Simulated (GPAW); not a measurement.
# Ballistic transport through a Cu chain with two Mg atoms in line, from relaxation to T(E)

How well does a Cu chain with two Mg atoms in line conduct once its atoms have relaxed, and how much do cheaper levels lose?

Main program and level: GPAW 26.7.0; GPAW LCAO, PAW setups; relaxation of the junction within the symmetry of its start, lead ends held, in the first sound run; inputs show where later runs differ.

This is a report of a sequence of runs, with most program output left out.

### 1. Set-up

The cell holds 14 atoms: 12 Cu and 2 Mg. Its edges and angles: a = 9.000 Å, b = 9.000 Å, c = 33.494 Å, α = 90.0°, β = 90.0°, γ = 90.0°. Regions: left lead, 6 atoms (6 Cu); channel, 2 atoms (2 Mg); right lead, 6 atoms (6 Cu). Vacuum lies along a and b. The structure is stacked along c, and the current runs across the ab planes.

### 2. Relaxation

Transmission follows bond lengths closely, so the atoms between the held lead ends are relaxed first, within whatever symmetry the start has.

Contents of run.py:

```python
import json
from ase import Atoms
from ase.constraints import FixAtoms
from ase.optimize import BFGS
from gpaw import GPAW, FermiDirac

device = Atoms(
    ['Cu', 'Cu', 'Cu', 'Cu', 'Cu', 'Cu', 'Mg', 'Mg', 'Cu', 'Cu', 'Cu', 'Cu', 'Cu', 'Cu'],
    positions=[
        [4.50000, 4.50000, 1.15000],
        [4.50000, 4.50000, 3.45000],
        [4.50000, 4.50000, 5.75000],
        [4.50000, 4.50000, 8.05000],
        [4.50000, 4.50000, 10.35000],
        [4.50000, 4.50000, 12.65000],
        [4.50000, 4.50000, 15.24690],
        [4.50000, 4.50000, 18.24690],
        [4.50000, 4.50000, 20.84380],
        [4.50000, 4.50000, 23.14380],
        [4.50000, 4.50000, 25.44380],
        [4.50000, 4.50000, 27.74380],
        [4.50000, 4.50000, 30.04380],
        [4.50000, 4.50000, 32.34380]],
    cell=[[9.0, 0.0, 0.0], [0.0, 9.0, 0.0], [0.0, 0.0, 33.4938]],
    pbc=True)

device.set_constraint(FixAtoms([0, 1, 2, 3, 4, 9, 10, 11, 12, 13]))
device.calc = GPAW(mode='lcao', basis='dzp', xc='PBE', h=0.18,
                   kpts={'size': (1, 1, 3), 'gamma': True},
                   symmetry={'tolerance': 1e-3, 'extra_ids': [1, 1, 1, 1, 1, 0, 0, 0, 0, 1, 1, 1, 1, 1]},
                   occupations=FermiDirac(0.1), maxiter=250,
                   mixer=dict(beta=0.1, nmaxold=8, weight=100.0),
                   convergence=dict(density=0.0001), txt='relax.txt')
path = []
opt = BFGS(device, maxstep=0.15)
opt.attach(lambda: path.append((device.get_potential_energy(), device.positions.tolist(), device.get_forces().tolist())))
relaxed = bool(opt.run(fmax=0.05, steps=50))
json.dump(dict(relaxed=relaxed, path=path, positions=device.positions.tolist(), moments=device.get_magnetic_moments().tolist(),
               forces=device.get_forces(apply_constraint=False).tolist()), open('result.json', 'w'))
```

Launch:

```sh
$ OMP_NUM_THREADS=1 OPENBLAS_NUM_THREADS=1 python run.py
```

Elapsed: 2.4 min, on 1 thread of Arm Neoverse V1, shared host; peak memory 1.4 GiB.

Relaxation path:

```tsv
step	energy less that of the first step (eV)	largest force (eV/Å)
1	0.0000	0.5853
2	-0.0143	0.5078
3	-0.0578	0.0935
4	-0.0581	0.0384
```

The atoms that moved most (Å):

```tsv
atom	dx	dy	dz	length
Cu6	0.000	0.000	0.059	0.059
Cu9	0.000	0.000	-0.059	0.059
Mg8	0.000	0.000	0.042	0.042
Mg7	0.000	0.000	-0.042	0.042
```

The relaxed structure:

```cif
data_structure
_symmetry_space_group_name_H-M 'P 1'
_symmetry_Int_Tables_number 1
_cell_length_a 9.0000
_cell_length_b 9.0000
_cell_length_c 33.4938
_cell_angle_alpha 90.000
_cell_angle_beta 90.000
_cell_angle_gamma 90.000
_cell_volume 2713.00
loop_
_atom_site_label
_atom_site_type_symbol
_atom_site_fract_x
_atom_site_fract_y
_atom_site_fract_z
_atom_site_occupancy
Cu1 Cu 0.50000 0.50000 0.03433 1
Cu2 Cu 0.50000 0.50000 0.10300 1
Cu3 Cu 0.50000 0.50000 0.17167 1
Cu4 Cu 0.50000 0.50000 0.24034 1
Cu5 Cu 0.50000 0.50000 0.30901 1
Cu6 Cu 0.50000 0.50000 0.37945 1
Mg7 Mg 0.50000 0.50000 0.45397 1
Mg8 Mg 0.50000 0.50000 0.54603 1
Cu9 Cu 0.50000 0.50000 0.62055 1
Cu10 Cu 0.50000 0.50000 0.69099 1
Cu11 Cu 0.50000 0.50000 0.75966 1
Cu12 Cu 0.50000 0.50000 0.82833 1
Cu13 Cu 0.50000 0.50000 0.89700 1
Cu14 Cu 0.50000 0.50000 0.96567 1
```

The relaxation lowered the energy of the cell by 0.0581 eV (energies extrapolated to zero smearing; the optimiser's log prints free energies). The largest force left on a free atom is 0.038 eV/Å.

### 3. Double-zeta polarised basis

The script solves lead and junction separately, takes H and S in the orbital basis, and joins semi-infinite leads through their self-energies; the dzp basis is the working standard.

This step: GPAW LCAO, PAW setups; Landauer transmission from Green's functions with principal layers (ASE), zero bias (GPAW 26.7.0).

Contents of run.py:

```python
import json
import numpy as np
from ase import Atoms
from ase.transport.calculators import TransportCalculator
from gpaw import GPAW, FermiDirac
from gpaw.lcao.tools import get_lcao_hamiltonian
from scipy.linalg import eigh

# The junction with lead layers at both ends, along the third cell vector
device = Atoms(
    ['Cu', 'Cu', 'Cu', 'Cu', 'Cu', 'Cu', 'Mg', 'Mg', 'Cu', 'Cu', 'Cu', 'Cu', 'Cu', 'Cu'],
    positions=[
        [4.50000, 4.50000, 1.15000],
        [4.50000, 4.50000, 3.45000],
        [4.50000, 4.50000, 5.75000],
        [4.50000, 4.50000, 8.05000],
        [4.50000, 4.50000, 10.35000],
        [4.50000, 4.50000, 12.70925],
        [4.50000, 4.50000, 15.20514],
        [4.50000, 4.50000, 18.28866],
        [4.50000, 4.50000, 20.78455],
        [4.50000, 4.50000, 23.14380],
        [4.50000, 4.50000, 25.44380],
        [4.50000, 4.50000, 27.74380],
        [4.50000, 4.50000, 30.04380],
        [4.50000, 4.50000, 32.34380]],
    cell=[[9.0, 0.0, 0.0], [0.0, 9.0, 0.0], [0.0, 0.0, 33.4938]],
    pbc=True)

# One principal layer of the lead: the first 3 atoms of the device
lead = Atoms(
    ['Cu', 'Cu', 'Cu'],
    positions=[
        [4.50000, 4.50000, 1.15000],
        [4.50000, 4.50000, 3.45000],
        [4.50000, 4.50000, 5.75000]],
    cell=[[9.0, 0.0, 0.0], [0.0, 9.0, 0.0], [0.0, 0.0, 6.9]],
    pbc=True)

settings = dict(mode='lcao', basis='dzp', xc='PBE', h=0.2,
                occupations=FermiDirac(0.1), maxiter=250,
                mixer=dict(beta=0.1, nmaxold=8, weight=100.0),
                convergence=dict(density=0.0001))
energies = np.arange(-2, 2 + 1e-9, 0.025)
eta = 0.0001
n1, n2 = 1, 1
# k and -k transmit alike, so half of the mesh across the current serves
mesh = [(i, j) for i in range(n1) for j in range(n2) if (i, j) <= (-i % n1, -j % n2)]
weights = np.array([1 if (i, j) == (-i % n1, -j % n2) else 2 for i, j in mesh]) / (n1 * n2)

# [... helper functions left out ...]
fermi_lead = ground_state(lead, (1, 1, 16), 'lead.txt')
fermi_device = ground_state(device, (1, 1, 3), 'device.txt')
# [... loop over the mesh left out, but for ...]
        # Shift the lead onto the potential of the device's first layer
        shift = ((H[:, 0, 0] - H0[:, 0, 0]) / S0[0, 0]).real.mean()
# [...]
kT = 8.617333e-5 * 300
bias = [0.1, 0.2, 0.5, 1.0, 1.5, 2.0]
# [... integrals and printing left out ...]
```

It took 56 s on 1 thread; peak memory 1 GiB.

This step gave:

```
conductance                                    : 0.9239 G₀
largest coupling past the next principal layer : 4.59e-5 eV
largest misfit of the first principal layer    : 0.009388 eV
shift that aligns the lead                     : -0.001441 eV
basis functions of the junction                : 218
basis functions of a principal layer           : 45
transmission at the Fermi level (one spin)     : 0.9242
```

One spin. The transmission, zone mean by energy, zero at the Fermi level:

```tsv
energy (eV)	transmission, zone mean
-2.000	0.996
-1.900	0.998
-1.800	0.997
-1.700	0.992
-1.600	0.984
-1.500	0.978
-1.400	0.977
-1.300	0.994
-1.200	0.946
-1.100	0.916
-1.000	0.956
-0.900	0.984
-0.800	0.996
-0.775	0.997
-0.700	0.994
-0.600	0.980
-0.500	0.967
-0.400	0.957
-0.300	0.944
-0.200	0.929
-0.100	0.930
0.000	0.924
0.100	0.916
0.200	0.907
0.300	0.896
0.400	0.885
0.500	0.873
0.600	0.860
0.700	0.848
0.800	0.835
0.900	0.823
1.000	0.811
1.100	0.800
1.200	0.789
1.300	0.779
1.400	0.769
1.500	0.759
1.600	0.749
1.700	0.738
1.800	0.728
1.900	0.717
2.000	0.706
```

Not self-consistent under bias; the bias window is split evenly. The current through one cell, from the zero-bias transmission by bias:

```tsv
bias (V)	current through one cell, from the zero-bias transmission (μA)
0.100	7.16
0.200	14.3
0.500	35.7
1.000	71.3
1.500	107
2.000	142
```

The transmission of the three most open eigenchannels by energy, zero at the Fermi level:

```tsv
energy (eV)	channel 1	channel 2	channel 3
-2.000	0.996	0	0
-1.900	0.998	0	0
-1.800	0.997	0	0
-1.700	0.992	3.9e-8	3.9e-8
-1.600	0.984	7.3e-8	7.3e-8
-1.500	0.978	5.8e-6	5.8e-6
-1.400	0.977	4.3e-5	4.3e-5
-1.300	0.994	1.0e-4	1.0e-4
-1.200	0.946	4.6e-4	1.3e-4
-1.100	0.915	7.8e-4	1.1e-4
-1.000	0.955	6.4e-4	8.6e-5
-0.900	0.984	4.2e-4	6.4e-5
-0.800	0.996	2.9e-4	4.8e-5
-0.700	0.993	2.1e-4	3.7e-5
-0.600	0.980	1.7e-4	2.7e-5
-0.500	0.967	1.4e-4	2.2e-5
-0.400	0.957	1.5e-4	1.9e-5
-0.300	0.944	1.7e-4	1.8e-5
-0.200	0.929	1.5e-5	1.5e-5
-0.100	0.930	0	0
0.000	0.924	0	0
0.100	0.916	0	0
0.200	0.907	0	0
0.300	0.896	0	0
0.400	0.885	0	0
0.500	0.873	0	0
0.600	0.860	0	0
0.700	0.848	0	0
0.800	0.835	0	0
0.900	0.823	0	0
1.000	0.811	0	0
1.100	0.800	0	0
1.200	0.789	0	0
1.300	0.779	0	0
1.400	0.769	0	0
1.500	0.759	0	0
1.600	0.749	0	0
1.700	0.738	0	0
1.800	0.728	0	0
1.900	0.717	0	0
2.000	0.706	0	0
```

Couplings past the next layer reach 4.6e-5 eV, small enough to drop; the matrix elements of the cell's first layer differ from the bulk lead's by up to 0.0094 eV. That layer keeps its own values in the calculation, and only beyond it is the lead taken as perfect. The Fermi levels of lead and junction count from different zeros of potential, one for each periodic cell; with both set to zero, the small remaining shift is what aligns them. By hand: G = 0.9239 × 77.48 μS = 71.6 μS, a resistance of 14.0 kΩ; at 0.1 V a linear junction would pass 7.16 μA, and the integral over the bias window gives 7.16 μA.

### 4. Single-zeta polarised basis

One radial function a shell plus polarisation makes the matrices smaller; the question is what that costs.

run.py: that of step 3 with these lines changed.

```diff
@@ -39,3 +39,3 @@
 
-settings = dict(mode='lcao', basis='dzp', xc='PBE', h=0.2,
+settings = dict(mode='lcao', basis='szp(dzp)', xc='PBE', h=0.2,
                 occupations=FermiDirac(0.1), maxiter=250,
```

Wall time 45 s (1 thread); peak memory 1 GiB.

This step gave:

- conductance: 0.9305 G₀
- largest coupling past the next principal layer: 4.61e-5 eV
- largest misfit of the first principal layer: 0.01096 eV
- shift that aligns the lead: -0.008105 eV
- basis functions of the junction: 130
- basis functions of a principal layer: 27
- transmission at the Fermi level (one spin): 0.9308

One spin. Transmission, zone mean against energy, zero at the Fermi level:

```tsv
energy (eV)	transmission, zone mean
-2.000	0.989
-1.800	0.996
-1.600	0.999
-1.575	0.999
-1.400	0.998
-1.200	0.993
-1.000	0.983
-0.800	0.997
-0.600	0.971
-0.400	0.954
-0.200	0.936
0.000	0.931
0.200	0.914
0.400	0.895
0.600	0.874
0.800	0.855
1.000	0.839
1.200	0.825
1.400	0.814
1.600	0.805
1.800	0.796
2.000	0.788
```

Not self-consistent under bias; the bias window is split evenly. The current through one cell, from the zero-bias transmission by bias:

```tsv
bias (V)	current through one cell, from the zero-bias transmission (μA)
0.100	7.21
0.200	14.4
0.500	35.9
1.000	71.7
1.500	108
2.000	143
```

Transmission of the three most open eigenchannels against energy, zero at the Fermi level:

```tsv
energy (eV)	channel 1	channel 2	channel 3
-2.000	0.989	0	0
-1.800	0.996	0	0
-1.600	0.999	2.8e-7	2.8e-7
-1.400	0.998	1.9e-6	1.9e-6
-1.200	0.992	0.00122	2.9e-6
-1.000	0.980	0.00368	1.3e-6
-0.800	0.996	0.00130	1.4e-6
-0.600	0.971	1.5e-4	6.2e-6
-0.400	0.954	2.6e-5	2.6e-5
-0.200	0.936	6.8e-5	6.8e-5
0.000	0.931	0	0
0.200	0.914	0	0
0.400	0.895	0	0
0.600	0.874	0	0
0.800	0.855	0	0
1.000	0.839	0	0
1.200	0.825	0	0
1.400	0.814	0	0
1.600	0.805	0	0
1.800	0.796	0	0
2.000	0.788	0	0
```

The conductance, 0.931 G₀, lies 0.7 % above that of the dzp run.

### 5. Minimal basis

The minimal basis is the cheapest rung: no second zeta and no polarisation.

run.py: that of step 4 with these lines changed.

```diff
@@ -39,3 +39,3 @@
 
-settings = dict(mode='lcao', basis='szp(dzp)', xc='PBE', h=0.2,
+settings = dict(mode='lcao', basis='sz(dzp)', xc='PBE', h=0.2,
                 occupations=FermiDirac(0.1), maxiter=250,
```

Elapsed: 36 s, on 1 thread; peak memory 0.96 GiB.

This step gave:

```
conductance                                    : 0.9060 G₀
largest coupling past the next principal layer : 4.64e-5 eV
largest misfit of the first principal layer    : 0.01812 eV
shift that aligns the lead                     : -0.01386 eV
basis functions of the junction                : 88
basis functions of a principal layer           : 18
transmission at the Fermi level (one spin)     : 0.9060
```

The conductance, 0.906 G₀, lies 1.9 % below that of the dzp run.

### 6. LDA in the dzp basis: xc = "LDA"

Back in the dzp basis, the functional changes from PBE to LDA, to set the spread between functionals beside that between bases.

run.py: that of step 5 with these lines changed.

```diff
@@ -39,3 +39,3 @@
 
-settings = dict(mode='lcao', basis='sz(dzp)', xc='PBE', h=0.2,
+settings = dict(mode='lcao', basis='dzp', xc='LDA', h=0.2,
                 occupations=FermiDirac(0.1), maxiter=250,
```

Wall time 47 s (1 thread); peak memory 1 GiB.

This step gave:

```
conductance                                    : 0.9368 G₀
largest coupling past the next principal layer : 3.59e-5 eV
largest misfit of the first principal layer    : 0.01021 eV
shift that aligns the lead                     : -0.002999 eV
basis functions of the junction                : 218
basis functions of a principal layer           : 45
transmission at the Fermi level (one spin)     : 0.9371
```

One spin. Transmission, zone mean against energy, zero at the Fermi level:

```tsv
energy (eV)	transmission, zone mean
-2.000	0.993
-1.800	0.998
-1.600	0.984
-1.400	0.974
-1.275	0.997
-1.200	0.925
-1.000	0.953
-0.800	0.995
-0.750	0.997
-0.600	0.984
-0.400	0.963
-0.200	0.938
0.000	0.937
0.200	0.923
0.400	0.903
0.600	0.881
0.800	0.858
1.000	0.835
1.200	0.814
1.400	0.794
1.600	0.774
1.800	0.753
2.000	0.731
```

The conductance, 0.937 G₀, lies 1.4 % above that of the dzp run.

### 7. The structure as built: geometry = "as built"

The dzp basis with PBE on the structure as first built shows what the relaxation was worth.

run.py: that of step 6 with these lines changed.

```diff
@@ -17,6 +17,6 @@
         [4.50000, 4.50000, 10.35000],
-        [4.50000, 4.50000, 12.70925],
-        [4.50000, 4.50000, 15.20514],
-        [4.50000, 4.50000, 18.28866],
-        [4.50000, 4.50000, 20.78455],
+        [4.50000, 4.50000, 12.65000],
+        [4.50000, 4.50000, 15.24690],
+        [4.50000, 4.50000, 18.24690],
+        [4.50000, 4.50000, 20.84380],
         [4.50000, 4.50000, 23.14380],
@@ -39,3 +39,3 @@
 
-settings = dict(mode='lcao', basis='dzp', xc='LDA', h=0.2,
+settings = dict(mode='lcao', basis='dzp', xc='PBE', h=0.2,
                 occupations=FermiDirac(0.1), maxiter=250,
```

Wall time 63 s (1 thread); peak memory 1 GiB.

This step gave:

* conductance: 0.9447 G₀
* largest coupling past the next principal layer: 4.59e-5 eV
* largest misfit of the first principal layer: 0.009212 eV
* shift that aligns the lead: -0.002472 eV
* transmission at the Fermi level (one spin): 0.9449

The conductance, 0.945 G₀, lies 2.2 % above that of the dzp run.

### 8. All levels side by side

Times are for 1 thread of Arm Neoverse V1, shared host. Results by setting:

```tsv
no.	run	conductance (G₀)	time	memory (GiB)
1	dzp	0.9239	56 s	1.0
2	szp	0.9305	45 s	1
3	sz	0.9060	36 s	0.96
4	dzp LDA	0.9368	47 s	1.0
5	asbuilt	0.9447	63 s	1.0
```

### 9. Comparison

The curves are compared point by point over the common energies.

This step: comparison of transmission and cost over codes, levels and geometry (GPAW 26.7.0).

Ladder, by row:

```tsv
step	code	T at the Fermi level (sum over the listed spins)	conductance (G0)	r.m.s. T(E) from the first	wall time (s)	peak memory (GiB)	threads
dzp	GPAW	0.9242	0.9239	0	56.21	1.02	1
szp	GPAW	0.9308	0.9305	0.03234	45.27	1	1
sz	GPAW	0.906	0.906	0.0361	35.79	0.96	1
dzp-LDA	GPAW	0.9371	0.9368	0.01668	46.55	1.02	1
asbuilt	GPAW	0.9449	0.9447	0.04079	63.21	1.02	1
```

The transmission, zone mean, sum over the listed spins by energy, zero at the Fermi level:

```tsv
energy (eV)	dzp	szp	sz	dzp-LDA	asbuilt
-2.0000	0.996	0.989	0.977	0.993	0.900
-1.7500	0.995	0.997	0.989	0.996	0.894
-1.5750	0.982	0.999	0.994	0.982	0.913
-1.5000	0.978	0.998	0.994	0.976	0.931
-1.2500	0.958	0.993	0.991	0.984	0.791
-1.0000	0.956	0.983	0.985	0.953	0.996
-0.8750	0.989	0.989	0.998	0.987	0.996
-0.7500	0.997	0.997	0.978	0.997	0.990
-0.5000	0.967	0.960	0.946	0.972	0.965
-0.2500	0.933	0.939	0.930	0.942	0.946
0.0000	0.924	0.931	0.906	0.937	0.945
0.2500	0.902	0.910	0.879	0.918	0.926
0.5000	0.873	0.884	0.852	0.892	0.899
0.7500	0.842	0.859	0.828	0.864	0.866
1.0000	0.811	0.839	0.810	0.835	0.830
1.2500	0.784	0.822	0.801	0.809	0.795
1.5000	0.759	0.810	0.800	0.784	0.761
1.7500	0.733	0.799	0.810	0.758	0.727
2.0000	0.706	0.788	0.827	0.731	0.694
```

### 10. Other settings

One more run, with changed settings.

This step: GPAW LCAO, PAW setups; Landauer transmission from Green's functions with principal layers (ASE), zero bias (GPAW 26.7.0).

run.py: that of step 7 with these lines changed.

```diff
@@ -17,6 +17,6 @@
         [4.50000, 4.50000, 10.35000],
-        [4.50000, 4.50000, 12.65000],
-        [4.50000, 4.50000, 15.24690],
-        [4.50000, 4.50000, 18.24690],
-        [4.50000, 4.50000, 20.84380],
+        [4.50000, 4.50000, 12.70925],
+        [4.50000, 4.50000, 15.20514],
+        [4.50000, 4.50000, 18.28866],
+        [4.50000, 4.50000, 20.78455],
         [4.50000, 4.50000, 23.14380],
@@ -39,4 +39,4 @@
 
-settings = dict(mode='lcao', basis='dzp', xc='PBE', h=0.2,
-                occupations=FermiDirac(0.1), maxiter=250,
+settings = dict(mode='lcao', basis='sz', xc='PBE', h=0.2,
+                occupations=FermiDirac(0.1), maxiter=50,
                 mixer=dict(beta=0.1, nmaxold=8, weight=100.0),
```

Run time: 0.92 s. Hardware: 1 thread; peak memory 0.1 GiB.

The program refused the input before any cycle.

The program's message: “FileNotFoundError: Could not find required basis set file "Cu.sz.basis".”

The change that led to it: basis = "sz".

### 11. Results

| Item | Value |
| --- | --- |
| conductance | 0.924 G₀ |
| transmission at the Fermi level, mean of the spins | 0.924 |

In words: In the dzp basis the junction conducts 0.924 G₀ at 300 K, with T = 0.924 a spin at the Fermi level; the sz basis reaches that conductance within 10 %. Relaxation moved atoms by up to 0.059 Å and took the conductance from 0.945 to 0.924 G₀, as a ratio about as much as the step from dzp to the minimal basis. At the Fermi level one eigenchannel carries the current (0.92). Measured against the first run (dzp), the nearest curve is that of dzp-LDA (r.m.s. 0.017) and the farthest that of asbuilt (0.041). Over the compared runs wall time goes from 36 s (sz) to 63 s (asbuilt), on a shared host. The leads kept an estimated spacing and the cell its length, so the junction may be under some tension or compression. The geometry comes from the orbital basis, which tends to overbind, and kept the symmetry of the start, so a structure of lower symmetry may lie lower. An evenly spaced straight chain is an idealisation: free chains tend to dimerise, zigzag or, where a band edge lies near the Fermi level, turn magnetic. The currents use the zero-bias T(E) throughout, which holds only while the bias is small against the distance to the nearest feature. The thermopower isn't quoted: it samples T(E) farther from the Fermi level than the conductance does, and the energy grid wasn't tested for it.

[Logs are printed without paths, hosts, clocks, repeated set-up lines and the standing remarks that a program may print on its own settings, such as how far it seeks lower states.]

[Hosts, paths, dates, database ids (printed as entryN), source tags and the programs' standing remarks are cut or masked in the printed files.]
